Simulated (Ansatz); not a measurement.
Consider Sr3AlN3 (P6_3/m).

```
Sr Al N
1.0
     7.66141    0.00000    0.00000
    -3.83071    6.63498    0.00000
     0.00000    0.00000    5.39586
Sr Al N
6 2 6
Direct
  0.92782 0.64065 0.25000
  0.71283 0.07218 0.25000
  0.35935 0.28718 0.25000
  0.07218 0.35935 0.75000
  0.28718 0.92782 0.75000
  0.64065 0.71283 0.75000
  0.66667 0.33333 0.75000
  0.33333 0.66667 0.25000
  0.89393 0.58950 0.75000
  0.69557 0.10607 0.75000
  0.41050 0.30443 0.75000
  0.10607 0.41050 0.25000
  0.30443 0.89393 0.25000
  0.58950 0.69557 0.25000
```

The cell and positions are those that the Materials Project relaxed with its own functionals (PBE, PBE+U or r2SCAN), kept fixed.

Gaps computed with Ansatz 0.2.0 without a self-energy: LDA 0.45 eV, PBEsol 0.45 eV, PBE 0.50 eV, r2SCAN 0.80 eV and PBE0 1.99 eV.

**Question.** What gap should G0W0 on PBE give (3×3×4 mesh, 1031 empty bands, screening to 140 eV, PAW set soft_1 files)?

About 0.93 eV: on its mesh the run moves the gap from 0.50 eV by +0.44 eV. Among the scalar-relativistic levels given, r2SCAN is nearest (−0.13 eV). Bands and cutoff are finite, so the gap is not at the basis limit. The miss can reach some tenths of an eV and take either sign; the mesh is an error of its own. The 3×3×4 mesh is coarse for this cell (its supercell is 22 Å along the shortest edge). The RPA ε∞ on it, from the PBE start, is 4.90 and 8.57; such meshes misread the long-range screening, most where the gap is narrow. The many-body steps are scalar-relativistic: spin-orbit coupling is not in them.

[Paths, hosts, dates, memory and timing lines, banners, echoed tables and standing remarks are left out of the program output.]

[Logs are printed without paths, hosts, clocks, repeated set-up lines and the standing remarks that a program may print on its own settings, such as how far it seeks lower states.]

[Runs of the session that timed out or met a known fault of the program may be left out.]

[Cells called generated may have been cut or substituted from an entry of the Crystallography Open Database or the Materials Project.]

[Hosts, paths, dates, database ids (printed as entryN), source tags and the programs' standing remarks are cut or masked in the printed files.]
